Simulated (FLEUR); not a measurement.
## Collinear magnetic orders of TiClO with FLEUR

Wanted: the moments of TiClO and the energy of each order that was tried.

Calculated with FLEUR MaX-R8.1; LDA (VWN) with U = 3.9 eV, J = 0.9 eV on Ti d; all-electron FLAPW, Dirac cores, scalar-relativistic bands.

Report form: the programs' logs are mostly left out.

The database entry behind the starting cell differs from later determinations by our own check (old inner coordinates), so it need not match the best structure at ambient conditions.

## Step 1: Starting point

The structure is orthorhombic, space group Pmmn (No. 59). Conventional cell: a = 3.380 Å, b = 3.790 Å, c = 8.030 Å, α = 90.00°, β = 90.00°, γ = 90.00°. Nearest to Ti lie 4 O at 1.95 to 2.26 Å and 2 Cl at 2.32 Å. Nearest to Cl lie 2 Ti at 2.32 Å. Nearest to O lie 4 Ti at 1.95 to 2.26 Å. Farther neighbours and most contacts between anions are not listed.

As a file:

```xyz
6
Lattice="3.3800 0.0000 0.0000 0.0000 3.7900 0.0000 0.0000 0.0000 8.0300" Properties=species:S:1:pos:R:3 pbc="T T T"
Ti    0.0000    1.8950    0.9797
Ti    1.6900    0.0000    7.0503
Cl    1.6900    1.8950    2.5696
Cl    0.0000    0.0000    5.4604
O     1.6900    1.8950    7.5080
O     0.0000    0.0000    0.5220
```

## Step 2: Run 1 (ferro ++)

The parallel start comes first: it shows whether parallel moments hold. The U counters the self-interaction that shrinks the moments of a localised shell.

inpgen writes inp.xml from crystal.txt; cutoffs, mixing, functional, smearing and local orbitals are then set in the file. The k list default-1 (kpts.xml, not shown) is a Γ-centred 6×6×6 mesh; where the ranks do not divide the number of points, some are split in two of half the weight.

inp.xml reads:

```
<?xml version="1.0" encoding="UTF-8" standalone="no"?>
<fleurInput fleurInputVersion="0.39">
   <comment>
      TiClO
   </comment>
   <calculationSetup>
      <cutoffs Kmax="4.4" Gmax="13.2" GmaxXC="13.2" numbands="0"/>
      <scfLoop itmax="130" minDistance="0.0001" maxIterBroyd="15" imix="Anderson" alpha="0.05" precondParam="0.0" spinf="2.0" sdNocoIR="T"/>
      <coreElectrons ctail="T" frcor="F" kcrel="0" coretail_lmax="0"/>
      <xcFunctional name="vwn" relativisticCorrections="F"/>
      <magnetism jspins="2"/>
      <soc l_soc="F" theta="0.0" phi="0.0" spav="F"/>
      <expertModes spex="0" secvar="F"/>
      <geometryOptimization l_f="F" forcealpha="1.0" forcemix="BFGS" epsdisp="0.00001" epsforce="0.00001"/>
      <ldaU l_linMix="F" mixParam="0.05" spinf="1.0"/>
   </calculationSetup>
   <cell>
      <bzIntegration valenceElectrons="50.0" mode="hist" fermiSmearingEnergy="0.00293995">
         <kPointListSelection listName="default-1"/>
         <xi:include xmlns:xi="http://www.w3.org/2001/XInclude" href="kpts.xml"> </xi:include>
      </bzIntegration>
      <xi:include xmlns:xi="http://www.w3.org/2001/XInclude" href="sym.xml"> </xi:include>
      <bulkLattice scale="1.0">
         <bravaisMatrix>
            <row-1>    6.3872743011479995     0.0000000000000000     0.0000000000000000</row-1>
            <row-2>    0.0000000000000000     7.1620620122339993     0.0000000000000000</row-2>
            <row-3>    0.0000000000000000     0.0000000000000000    15.1745007805379988</row-3>
         </bravaisMatrix>
      </bulkLattice>
   </cell>
   <atomSpecies>
      <species name="Titanium (1.002" element="Ti" atomicNumber="22">
         <mtSphere radius="2.29" gridPoints="757" logIncrement="0.016"/>
         <atomicCutoffs lmax="8" lnonsphr="6"/>
         <electronConfig flipSpins="F">
            <coreConfig>(1s1/2) (2s1/2) (2p1/2) (2p3/2)</coreConfig>
            <valenceConfig>(3s1/2) (3p1/2) (3p3/2) (4s1/2) (3d3/2) (3d5/2)</valenceConfig>
            <stateOccupation state="(3d3/2)" spinUp="0.4" spinDown="0.4"/>
            <stateOccupation state="(3d5/2)" spinUp="1.101" spinDown="0.099"/>
         </electronConfig>
         <energyParameters s="4" p="4" d="3" f="4"/>
         <ldaU l="2" U="3.9" J="0.9" l_amf="F"/>
         <lo type="SCLO" l="0" n="3" eDeriv="0"/>
         <lo type="SCLO" l="1" n="3" eDeriv="0"/>
      </species>
      <species name="Chlorine (Cl)" element="Cl" atomicNumber="17">
         <mtSphere radius="1.98" gridPoints="655" logIncrement="0.018"/>
         <atomicCutoffs lmax="8" lnonsphr="6"/>
         <electronConfig flipSpins="F">
            <coreConfig>(1s1/2) (2s1/2) (2p1/2) (2p3/2)</coreConfig>
            <valenceConfig>(3s1/2) (3p1/2) (3p3/2)</valenceConfig>
            <stateOccupation state="(3p1/2)" spinUp="0.833333" spinDown="0.833333"/>
            <stateOccupation state="(3p3/2)" spinUp="1.666667" spinDown="1.666667"/>
         </electronConfig>
         <energyParameters s="3" p="3" d="3" f="4"/>
      </species>
      <species name="Oxygen (O)" element="O" atomicNumber="8">
         <mtSphere radius="1.3" gridPoints="431" logIncrement="0.024"/>
         <atomicCutoffs lmax="6" lnonsphr="4"/>
         <electronConfig flipSpins="F">
            <coreConfig>(1s1/2)</coreConfig>
            <valenceConfig>(2s1/2) (2p1/2) (2p3/2)</valenceConfig>
            <stateOccupation state="(2p1/2)" spinUp="0.666667" spinDown="0.666667"/>
            <stateOccupation state="(2p3/2)" spinUp="1.333333" spinDown="1.333333"/>
         </electronConfig>
         <energyParameters s="2" p="2" d="3" f="4"/>
      </species>
   </atomSpecies>
   <atomGroups>
      <atomGroup species="Titanium (1.002">
         <relPos label="                   1">-1.000/4.000 1.000/4.000 .1220000000</relPos>
         <relPos label="                   2">1.000/4.000 -1.000/4.000 -.1220000000</relPos>
         <force calculate="T" relaxXYZ="TTT"/>
      </atomGroup>
      <atomGroup species="Chlorine (Cl)">
         <relPos label="                   3">1.000/4.000 1.000/4.000 8.000/25.000</relPos>
         <relPos label="                   4">-1.000/4.000 -1.000/4.000 -8.000/25.000</relPos>
         <force calculate="T" relaxXYZ="TTT"/>
      </atomGroup>
      <atomGroup species="Oxygen (O)">
         <relPos label="                   5">1.000/4.000 1.000/4.000 -.0650000000</relPos>
         <relPos label="                   6">-1.000/4.000 -1.000/4.000 .0650000000</relPos>
         <force calculate="T" relaxXYZ="TTT"/>
      </atomGroup>
   </atomGroups>
   <output dos="F" band="F" slice="F">
      <bandDOS minEnergy="-.5*Htr" maxEnergy="0.5*Htr" sigma="0.015" storeEVData="T"/>
      <plotting iplot="0" polar="F">
         <plot TwoD="T" vec1="  1.0  0.0  0.0" vec2="  0.0  1.0  0.0" vec3="  0.0  0.0  1.0" zero="  0.0  0.0  0.0" file="plot"/>
      </plotting>
      <moessbauerParams electricFieldGradient="F" isomerShift="F" coreHyperfine="F" valenceHyperfine="F"/>
   </output>
</fleurInput>
```

crystal.txt reads:

```
TiClO
&input film=F cartesian=F /
3.38000000000  0.00000000000  0.00000000000
0.00000000000  3.79000000000  0.00000000000
0.00000000000  0.00000000000  8.03000000000
1.8897261246
1.0 1.0 1.0

6
22 0.00000000000  0.50000000000  0.12200000000 : 1.002
22 0.50000000000  0.00000000000  0.87800000000 : 1.002
17 0.50000000000  0.50000000000  0.32000000000
17 0.00000000000  0.00000000000  0.68000000000
8 0.50000000000  0.50000000000  0.93500000000
8 0.00000000000  0.00000000000  0.06500000000

&kpt div1=6 div2=6 div3=6 gamma=T /
```

On the command line:

```
$ OMP_NUM_THREADS=1 inpgen -f crystal.txt > inpgen.log  # inp.xml is then edited as shown
$ OMP_NUM_THREADS=1 mpirun -n 4 fleur_MPI > fleur.log
```

Wall time 7.3 min (4 MPI ranks of Intel Xeon 6975P-C (Granite Rapids), shared host); peak memory 0.51 GiB; 29 min of CPU time.

Spin moment in the muffin-tin sphere by atom:

| atom | spin moment in the muffin-tin sphere (μB) |
| --- | --- |
| Ti1 | 0.862 |
| Ti2 | 0.862 |
| Cl3 | 0.013 |
| Cl4 | 0.013 |
| O5 | -0.007 |
| O6 | -0.007 |

Numbers from this step:

- free energy: -75491.6272 eV
- program's band gap on this mesh (in a metal only a level spacing): 0.9320 eV
- magnetization: 2 μB
- final state: ferromagnetic

After 30 cycles the largest moment stands at 0.862 μB.

## Step 3: Run 2 (antiferro +-)

Another pattern of signs weighs the neighbour shells otherwise.

Changes to inp.xml since step 2:

```diff
@@ -45,2 +45,16 @@
       </species>
+      <species name="Titanium (-1.002" element="Ti" atomicNumber="22">
+         <mtSphere radius="2.29" gridPoints="757" logIncrement="0.016"/>
+         <atomicCutoffs lmax="8" lnonsphr="6"/>
+         <electronConfig flipSpins="F">
+            <coreConfig>(1s1/2) (2s1/2) (2p1/2) (2p3/2)</coreConfig>
+            <valenceConfig>(3s1/2) (3p1/2) (3p3/2) (4s1/2) (3d3/2) (3d5/2)</valenceConfig>
+            <stateOccupation state="(3d3/2)" spinUp="0.4" spinDown="0.4"/>
+            <stateOccupation state="(3d5/2)" spinUp="0.099" spinDown="1.101"/>
+         </electronConfig>
+         <energyParameters s="4" p="4" d="3" f="4"/>
+         <ldaU l="2" U="3.9" J="0.9" l_amf="F"/>
+         <lo type="SCLO" l="0" n="3" eDeriv="0"/>
+         <lo type="SCLO" l="1" n="3" eDeriv="0"/>
+      </species>
       <species name="Chlorine (Cl)" element="Cl" atomicNumber="17">
@@ -70,4 +84,7 @@
       <atomGroup species="Titanium (1.002">
-         <relPos label="                   1">-1.000/4.000 1.000/4.000 .1220000000</relPos>
-         <relPos label="                   2">1.000/4.000 -1.000/4.000 -.1220000000</relPos>
+         <relPos label="                   1">.0000000000 1.000/2.000 .1220000000</relPos>
+         <force calculate="T" relaxXYZ="TTT"/>
+      </atomGroup>
+      <atomGroup species="Titanium (-1.002">
+         <relPos label="                   2">1.000/2.000 .0000000000 -.1220000000</relPos>
          <force calculate="T" relaxXYZ="TTT"/>
@@ -75,4 +92,7 @@
       <atomGroup species="Chlorine (Cl)">
-         <relPos label="                   3">1.000/4.000 1.000/4.000 8.000/25.000</relPos>
-         <relPos label="                   4">-1.000/4.000 -1.000/4.000 -8.000/25.000</relPos>
+         <relPos label="                   3">1.000/2.000 1.000/2.000 8.000/25.000</relPos>
+         <force calculate="T" relaxXYZ="TTT"/>
+      </atomGroup>
+      <atomGroup species="Chlorine (Cl)">
+         <relPos label="                   4">.0000000000 .0000000000 -8.000/25.000</relPos>
          <force calculate="T" relaxXYZ="TTT"/>
@@ -80,4 +100,7 @@
       <atomGroup species="Oxygen (O)">
-         <relPos label="                   5">1.000/4.000 1.000/4.000 -.0650000000</relPos>
-         <relPos label="                   6">-1.000/4.000 -1.000/4.000 .0650000000</relPos>
+         <relPos label="                   5">1.000/2.000 1.000/2.000 -.0650000000</relPos>
+         <force calculate="T" relaxXYZ="TTT"/>
+      </atomGroup>
+      <atomGroup species="Oxygen (O)">
+         <relPos label="                   6">.0000000000 .0000000000 .0650000000</relPos>
          <force calculate="T" relaxXYZ="TTT"/>
```

Changes to crystal.txt since step 2:

```diff
@@ -10,3 +10,3 @@
 22 0.00000000000  0.50000000000  0.12200000000 : 1.002
-22 0.50000000000  0.00000000000  0.87800000000 : 1.002
+22 0.50000000000  0.00000000000  0.87800000000 : -1.002
 17 0.50000000000  0.50000000000  0.32000000000
```

Run time: 24 min. Hardware: 4 MPI ranks; peak memory 0.67 GiB.

Spin moment in the muffin-tin sphere by atom:

| atom | spin moment in the muffin-tin sphere (μB) |
| --- | --- |
| Ti1 | 0.854 |
| Ti2 | -0.854 |
| Cl3 | 0.013 |
| Cl4 | -0.013 |
| O5 | 0.025 |
| O6 | -0.025 |

Read from the output:

* free energy: -75491.6287 eV
* program's band gap on this mesh (in a metal only a level spacing): 1.082 eV
* magnetization: 0 μB
* final state: antiferromagnetic

It lies 0.742 meV a seeded atom under the first start, and its largest moment is 0.854 μB against 0.862 μB.

## Step 4: Energies of the orders

Free energies are divided by the number of seeded atoms.

Orders:

| start | final state | typed order kept | energy over the lowest (meV a seeded atom) | largest sphere moment (μB) | net moment (μB a primitive cell) | mesh matched | CPU time (s) |
| --- | --- | --- | --- | --- | --- | --- | --- |
| ferro ++ | ferromagnetic | yes | 0.7421 | 0.8616 | 2 | yes | 1747 |
| antiferro +- | antiferromagnetic | yes | 0 | 0.8537 | 0 | yes | 5747 |

## Step 5: Spin–orbit coupling, moments along [001]

Spin–orbit coupling ties the spins to the lattice and lets orbital moments form.

A new self-consistent run of the start antiferro +-, with the moments along z.

Changes to inp.xml since step 2:

```diff
@@ -6,3 +6,3 @@
    <calculationSetup>
-      <cutoffs Kmax="4.4" Gmax="13.2" GmaxXC="13.2" numbands="0"/>
+      <cutoffs Kmax="4.4" Gmax="13.2" GmaxXC="13.2" numbands="170"/>
       <scfLoop itmax="130" minDistance="0.0001" maxIterBroyd="15" imix="Anderson" alpha="0.05" precondParam="0.0" spinf="2.0" sdNocoIR="T"/>
@@ -11,3 +11,3 @@
       <magnetism jspins="2"/>
-      <soc l_soc="F" theta="0.0" phi="0.0" spav="F"/>
+      <soc l_soc="T" theta="0.0" phi="0.0" spav="F"/>
       <expertModes spex="0" secvar="F"/>
@@ -45,2 +45,16 @@
       </species>
+      <species name="Titanium (-1.002" element="Ti" atomicNumber="22">
+         <mtSphere radius="2.29" gridPoints="757" logIncrement="0.016"/>
+         <atomicCutoffs lmax="8" lnonsphr="6"/>
+         <electronConfig flipSpins="F">
+            <coreConfig>(1s1/2) (2s1/2) (2p1/2) (2p3/2)</coreConfig>
+            <valenceConfig>(3s1/2) (3p1/2) (3p3/2) (4s1/2) (3d3/2) (3d5/2)</valenceConfig>
+            <stateOccupation state="(3d3/2)" spinUp="0.4" spinDown="0.4"/>
+            <stateOccupation state="(3d5/2)" spinUp="0.099" spinDown="1.101"/>
+         </electronConfig>
+         <energyParameters s="4" p="4" d="3" f="4"/>
+         <ldaU l="2" U="3.9" J="0.9" l_amf="F"/>
+         <lo type="SCLO" l="0" n="3" eDeriv="0"/>
+         <lo type="SCLO" l="1" n="3" eDeriv="0"/>
+      </species>
       <species name="Chlorine (Cl)" element="Cl" atomicNumber="17">
@@ -70,4 +84,7 @@
       <atomGroup species="Titanium (1.002">
-         <relPos label="                   1">-1.000/4.000 1.000/4.000 .1220000000</relPos>
-         <relPos label="                   2">1.000/4.000 -1.000/4.000 -.1220000000</relPos>
+         <relPos label="                   1">.0000000000 1.000/2.000 .1220000000</relPos>
+         <force calculate="T" relaxXYZ="TTT"/>
+      </atomGroup>
+      <atomGroup species="Titanium (-1.002">
+         <relPos label="                   2">1.000/2.000 .0000000000 -.1220000000</relPos>
          <force calculate="T" relaxXYZ="TTT"/>
@@ -75,4 +92,7 @@
       <atomGroup species="Chlorine (Cl)">
-         <relPos label="                   3">1.000/4.000 1.000/4.000 8.000/25.000</relPos>
-         <relPos label="                   4">-1.000/4.000 -1.000/4.000 -8.000/25.000</relPos>
+         <relPos label="                   3">1.000/2.000 1.000/2.000 8.000/25.000</relPos>
+         <force calculate="T" relaxXYZ="TTT"/>
+      </atomGroup>
+      <atomGroup species="Chlorine (Cl)">
+         <relPos label="                   4">.0000000000 .0000000000 -8.000/25.000</relPos>
          <force calculate="T" relaxXYZ="TTT"/>
@@ -80,4 +100,7 @@
       <atomGroup species="Oxygen (O)">
-         <relPos label="                   5">1.000/4.000 1.000/4.000 -.0650000000</relPos>
-         <relPos label="                   6">-1.000/4.000 -1.000/4.000 .0650000000</relPos>
+         <relPos label="                   5">1.000/2.000 1.000/2.000 -.0650000000</relPos>
+         <force calculate="T" relaxXYZ="TTT"/>
+      </atomGroup>
+      <atomGroup species="Oxygen (O)">
+         <relPos label="                   6">.0000000000 .0000000000 .0650000000</relPos>
          <force calculate="T" relaxXYZ="TTT"/>
```

Changes to crystal.txt since step 2:

```diff
@@ -10,3 +10,3 @@
 22 0.00000000000  0.50000000000  0.12200000000 : 1.002
-22 0.50000000000  0.00000000000  0.87800000000 : 1.002
+22 0.50000000000  0.00000000000  0.87800000000 : -1.002
 17 0.50000000000  0.50000000000  0.32000000000
@@ -16,2 +16,3 @@
 
+&soc 0.0000000 0.0000000 /
 &kpt div1=6 div2=6 div3=6 gamma=T /
```

Wall time 68 min (4 MPI ranks); peak memory 2 GiB.

The run was cut off at its time limit.

After 41 cycles the density distance stands at 3.2 me/bohr³, above the threshold of 0.0001.

## Step 6: Summary of results

| Quantity | Value |
| --- | --- |
| lowest state found | antiferromagnetic (typed antiferro +-) |
| largest site spin moment | 0.854 μB |
| next finished state | ferromagnetic, 0.742 meV a seeded atom higher |

**Reading.** The lowest state found is antiferromagnetic, reached from the start antiferro +-, with moments up to 0.854 μB. The two lowest states lie so close that the mesh, the functional or spin–orbit coupling could swap them. The self-consistent run with spin–orbit coupling gave no result. This is the lowest of 2 finished starts, no proof of the ground state.

[Logs and program files are shortened in this print: banners, set-up blocks, solver, clock and traceback lines can be left out without a mark of their own.]

[Logs are printed without paths, hosts, clocks, repeated set-up lines and the standing remarks that a program may print on its own settings, such as how far it seeks lower states.]

[Hosts, paths, dates, database ids (printed as entryN), source tags and the programs' standing remarks are cut or masked in the printed files.]

[Where a cell is said to come from a database of computed structures, the database is the Materials Project.]
